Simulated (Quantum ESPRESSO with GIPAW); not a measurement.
**113Cd and 33S NMR of CdS (Hawleyite), calculated**

Wanted: NMR shieldings for each site of CdS (Hawleyite).

Program: Quantum ESPRESSO with GIPAW 8.0dev (patched build). Level of theory: DFT, PBEsol, plane-wave PAW (pslibrary 1.0.0 recipes), scalar-relativistic, GIPAW; a patched development version of the program. Results are calculated unless marked as measured.

### Step 1. The starting structure

The structure is cubic, space group F-43m (No. 216). The conventional cell has a = 5.833 Å, b = 5.833 Å, c = 5.833 Å, α = 90.00°, β = 90.00°, γ = 90.00°. Nearest to Cd lie 4 S at 2.53 Å. Nearest to S lie 4 Cd at 2.53 Å. Farther neighbours and most contacts between anions are not listed.

The cell is an entry of the Crystallography Open Database; it need not be the form that is stable at ambient conditions.

### Step 2. Self-consistent run

First the ground state. The response equations take the occupied wavefunctions as exact, so conv_thr is set much tighter than for an energy. No empty states are asked for: the response is solved without them. The mesh has a spacing of 0.15 Å⁻¹ at most. The PAW files were made with ld1.x from the pslibrary 1.0.0 recipes, with GIPAW reconstruction switched on.

The input, scf.in:

```
&control
  calculation = 'scf'
  prefix = 'x'
  outdir = './tmp/'
  pseudo_dir = './'
/
&system
  ibrav = 0
  nat = 2
  ntyp = 2
  ecutwfc = 55
  ecutrho = 640
  nbnd = 9
/
&electrons
  conv_thr = 1.0d-10
  mixing_beta = 0.7
  electron_maxstep = 100
/
ATOMIC_SPECIES
  Cd 112.414 Cd.pbesol-n-kjpaw_psl.1.0.0-gipaw.UPF
  S 32.060 S.pbesol-n-kjpaw_psl.1.0.0-gipaw.UPF
CELL_PARAMETERS angstrom
  0.00000000 2.91650000 2.91650000
  2.91650000 0.00000000 2.91650000
  2.91650000 2.91650000 0.00000000
ATOMIC_POSITIONS crystal
  Cd 0.00000000 0.00000000 0.00000000
  S 0.25000000 0.25000000 0.25000000
K_POINTS automatic
  13 13 13 0 0 0
```

The run is started by

```console
$ mpirun -np 4 pw.x -nk 4 -in scf.in > scf.out
```

Log:

```text
[...]
as large as its charge; the limit is 4.5
     Functions over the limit replaced by smooth ones with the moment of the charge, as mend_augmentation asks: 1
     This moves results (see INPUT_PW). Waves and levels in the save fit builds from 8.0dev_s219 on
     using ibrav=0 with symmetry is DISCOURAGED, use correct ibrav instead

     bravais-lattice index     =            0
     lattice parameter (alat)  =       7.7943  a.u.
     unit-cell volume          =     334.8209 (a.u.)^3
     number of atoms/cell      =            2
     number of atomic types    =            2
     number of electrons       =        18.00
     number of Kohn-Sham states=            9
     kinetic-energy cutoff     =      55.0000  Ry
     charge density cutoff     =     640.0000  Ry
     scf convergence threshold =      1.0E-10
     mixing beta               =       0.7000
     number of iterations used =            8  plain     mixing
     Exchange-correlation= SLA-PW-PSX-PSC
                           (   1   4  10   8   0   0   0)
[...]
Cd               12.00   112.41400     Cd( 1.00)
     S                 6.00    32.06000     S ( 1.00)

     24 Sym. Ops. (no inversion) found
[...]
number of k points=    84
[...]
Dense  grid:    91353 G-vectors     FFT dimensions: (  64,  64,  64)

     Smooth grid:    18499 G-vectors     FFT dimensions: (  40,  40,  40)

     Initial potential from superposition of free atoms

     starting charge      17.9955, renormalised to      18.0000
     Starting wfcs are   13 randomized atomic wfcs

     Self-consistent Calculation

     iteration #  1     ecut=    55.00 Ry     beta= 0.70
     Davidson diagonalization with overlap
     ethr =  1.00E-02,  avg # of iterations =  1.2

     Threshold (ethr) on eigenvalues was too large:
     Diagonalizing with lowered threshold

     Davidson diagonalization with overlap
     ethr =  3.41E-04,  avg # of iterations =  3.6

     total energy              =    -441.65772193 Ry
     estimated scf accuracy    <       0.06477592 Ry

     iteration #  2     ecut=    55.00 Ry     beta= 0.70
     Davidson diagonalization with overlap
     ethr =  3.60E-04,  avg # of iterations =  2.9

     total energy              =    -441.67767037 Ry
     estimated scf accuracy    <       0.00378755 Ry

     iteration #  3     ecut=    55.00 Ry     beta= 0.70
[...]
total energy              =    -441.67900104 Ry
     estimated scf accuracy    <       0.00215605 Ry

[...]
total energy              =    -441.67988348 Ry
[...]
iteration # 13     ecut=    55.00 Ry     beta= 0.70
     Davidson diagonalization with overlap
     ethr =  1.51E-12,  avg # of iterations =  2.2

     total energy              =    -441.67988348 Ry
     estimated scf accuracy    <          1.0E-10 Ry

     iteration # 14     ecut=    55.00 Ry     beta= 0.70
     Davidson diagonalization with overlap
     ethr =  5.76E-13,  avg # of iterations =  4.5

     End of self-consistent calculation
     [one-electron energies left out]

!    total energy              =    -441.67988348 Ry
     total all-electron energy =    -11981.409482 Ry
     estimated scf accuracy    <          2.6E-12 Ry

     The total energy is the sum of the following terms:
     one-electron contribution =     -35.81664940 Ry
     hartree contribution      =      32.72514958 Ry
     xc contribution           =     -27.73127994 Ry
     ewald contribution        =     -85.34640031 Ry
     one-center paw contrib.   =    -325.51070340 Ry

     convergence has been achieved in  14 iterations
[...]
JOB DONE.
```

Run time: 49 s. Hardware: 4 MPI ranks of Arm Neoverse N1, shared host; peak memory 0.64 GiB.

It converged in 14 cycles to an estimated accuracy of 3e-12 Ry, on 84 irreducible k-points.

### Step 3. Magnetic response

A uniform field breaks periodicity, so gipaw.x applies it as a wave of small q and takes the limit. It solves for the first-order states, builds the induced current and gets the field at each nucleus by Biot–Savart; the PAW spheres add what the smooth waves miss near the nuclei. pawproj makes the reconstruction use the PAW data sets' own projectors.

The input, nmr.in:

```
&inputgipaw
  job = 'nmr'
  prefix = 'x'
  tmp_dir = './tmp/'
  restart_mode = 'from_scratch'
  verbosity = 'low'
  q_gipaw = 0.01
  spline_ps = .true.
  conv_threshold = 1.0d-11
  use_nmr_macroscopic_shape = .false.
  pawproj(1) = .true.
  pawproj(2) = .true.
/
```

The run is started by

```console
$ mpirun -np 4 gipaw.x -in nmr.in > nmr.out
```

Log:

```text
[banner, memory and clock lines left out]
[a note of our patched build left out]

     Parallelizing q-star over 1 images

     IMPORTANT: XC functional enforced from input :
     Exchange-correlation= PBESOL
                           (   1   4  10   8   0   0   0)
     Any further DFT definition will be discarded
     Please, verify this is what you really want

     In Cd.pbesol-n-kjpaw_psl.1.0.0-gipaw.UPF the largest augmentation function (projectors 1 and 4, L = 1) is 11.6 times
     as large as its charge; the limit is 4.5
     Functions over the limit replaced by smooth ones with the moment of the charge, as in the saved run: 1

[...]
alpha_pv=     24.7826 eV

     spline_ps is .false., expect some extrapolation errors

     q-space interpolation up to    66.00 Rydberg

     GIPAW job: nmr
     NMR macroscopic correction: no
[...]
Computing the magnetic susceptibility     isolve=0    ethr=  0.1000E-10
     Starting from scratch
     k-point #    1 of    84      pool #  1    cpu time:       2.0
[...]
End of magnetic susceptibility calculation

     f-sum rule (1st term):
           -15.6792         -0.0000          0.0000
            -0.0000        -15.6792          0.0000
             0.0000         -0.0000        -15.6792

     f-sum rule (2nd term):
            -0.1321         -0.0000          0.0000
            -0.0000         -0.1321          0.0000
             0.0000          0.0000         -0.1321

     f-sum rule (should be   -15.8097):
           -15.8113         -0.0000          0.0000
            -0.0000        -15.8113          0.0000
             0.0000         -0.0000        -15.8113

[... susceptibilities left out ...]
     Contributions to the NMR chemical shifts: -------------------------------

     Macroscopic shape contribution in ppm:                    0.00
             0.0000          0.0000          0.0000
             0.0000          0.0000          0.0000
             0.0000          0.0000          0.0000

     Core contribution in ppm:

     Atom  1  Cd  pos: (  0.000000  0.000000  0.000000)  core sigma:        4798.95
     Atom  2  S   pos: (  0.353553  0.353553  0.353553)  core sigma:         978.84

     Bare contribution in ppm:

     Atom  1  Cd  pos: (  0.000000  0.000000  0.000000)  bare sigma:          62.61
[...]
Atom  2  S   pos: (  0.353553  0.353553  0.353553)  bare sigma:          35.88
[...]
Diamagnetic contribution in ppm:

     Atom  1  Cd  pos: (  0.000000  0.000000  0.000000)  dia sigma:          89.73
[...]
Atom  2  S   pos: (  0.353553  0.353553  0.353553)  dia sigma:          -5.39
[...]
Paramagnetic contribution in ppm:

     Atom  1  Cd  pos: (  0.000000  0.000000  0.000000)  para sigma:         649.35
[...]
Atom  2  S   pos: (  0.353553  0.353553  0.353553)  para sigma:        -484.44
[...]
Paramagnetic US occ-occ contribution in ppm:

     Atom  1  Cd  pos: (  0.000000  0.000000  0.000000)  para_oo sigma:          -4.97
[...]
Atom  2  S   pos: (  0.353553  0.353553  0.353553)  para_oo sigma:          -9.98
[...]
Paramagnetic US L_R Q_R contribution in ppm:

     Atom  1  Cd  pos: (  0.000000  0.000000  0.000000)  para_lq sigma:       -2680.22
[...]
Atom  2  S   pos: (  0.353553  0.353553  0.353553)  para_lq sigma:         134.02
[...]
Total NMR chemical shifts in ppm: ---------------------------------------
     (adopting the Simpson convention for anisotropy and asymmetry)-----------

     Atom  1  Cd  pos: (  0.000000  0.000000  0.000000)  Total sigma:        2915.45
          2915.4500          0.0000          0.0000
             0.0000       2915.4500         -0.0000
             0.0000          0.0000       2915.4500

     Cd      1    anisotropy:     -0.00    eta:    0.0000
[...]
Atom  2  S   pos: (  0.353553  0.353553  0.353553)  Total sigma:         648.93
           648.9316          0.0000          0.0000
             0.0000        648.9316         -0.0000
             0.0000         -0.0000        648.9316

     S       2    anisotropy:      0.00    eta:    0.0000
[...]
```

Wall time 7.7 min (4 MPI ranks); peak memory 0.46 GiB.

The f-sum rule is met to 0.0016 of 15.8 (0.01 %). Converged shieldings require that this miss be small, but a small miss does not prove them. This build smooths some augmentation functions of the files as it reads them, which, it says, moves results; by how much was not measured here.

From the symmetric part of each tensor, with principal values σ11 ≤ σ22 ≤ σ33: σ_iso is their mean, the span is σ33 − σ11 and the skew 3(σ_iso − σ22)/span. (gipaw.x prints an anisotropy in another convention.)

```tsv
site	atom no.	atoms in cell	σ_iso (ppm)	span (ppm)	skew
Cd	1	1	2915	0	-
S	2	1	648.9	0.0	-
```

The macroscopic shape term is switched off. For a spherical sample the valence susceptibility of this run would add about 14 ppm to every site, a rough estimate, since the susceptibility converges slowly and lacks part of the PAW terms. Differences within the crystal don't depend on it, but shieldings of different compounds can't be compared to better than a few ppm without it.

Cd and S sit on cubic site symmetry, where the tensor must be isotropic.

### Step 4. From shieldings to shifts

Covalently bonded atoms count as neighbours within 1.18 times the sum of their radii. Otherwise a cation's neighbours lie within 1.2 times its shortest bond (1.3 for large cations, each anion's radius taken off where they differ), and an anion's are the cations that count it.

```tsv
site	atom no.	atoms in cell	surroundings	bonds (Å)	σ_iso (ppm)
Cd	1	1	CdS4	2.526	2915
S	2	1	bound to Cd4	2.526	648.9
```

### Step 5. Summary of results

```yaml
113cd_shielding_without_shape_term: 2915 ppm
33s_shielding_without_shape_term: 648.9 ppm
```

113Cd has one site (CdS4), with isotropic shielding 2915 ppm (shape term left out). A shift needs a reference, δ = σ_ref − σ, fixed on measured compounds; for 113Cd of this kind at this level too few were at hand, or they scattered too widely about a line, so none is given. No sound run at another cutoff or mesh is at hand, so convergence rests on the f-sum rule and on experience with these files. The scalar-relativistic files are used with non-relativistic response operators, which weighs most on the heavy atoms' own shieldings. This build of gipaw.x prints that it is not audited and that its numbers are no references by themselves. It also reports spline_ps as false although the input sets it; why was not traced. pw.x warned of eigenvalues not converged in some cycles of 1 ground-state run, which then met the threshold.

[Banner, clock, file and message-heading lines were taken out of the pw.x and gipaw.x logs.]

[Logs are printed without paths, hosts, clocks, repeated set-up lines and the standing remarks that a program may print on its own settings, such as how far it seeks lower states.]

[Hosts, paths, dates, database ids (printed as entryN), source tags and the programs' standing remarks are cut or masked in the printed files.]

[Where no reference line passes its bar on scatter, no shift is given, so a measured shift of this compound may stand uncompared.]
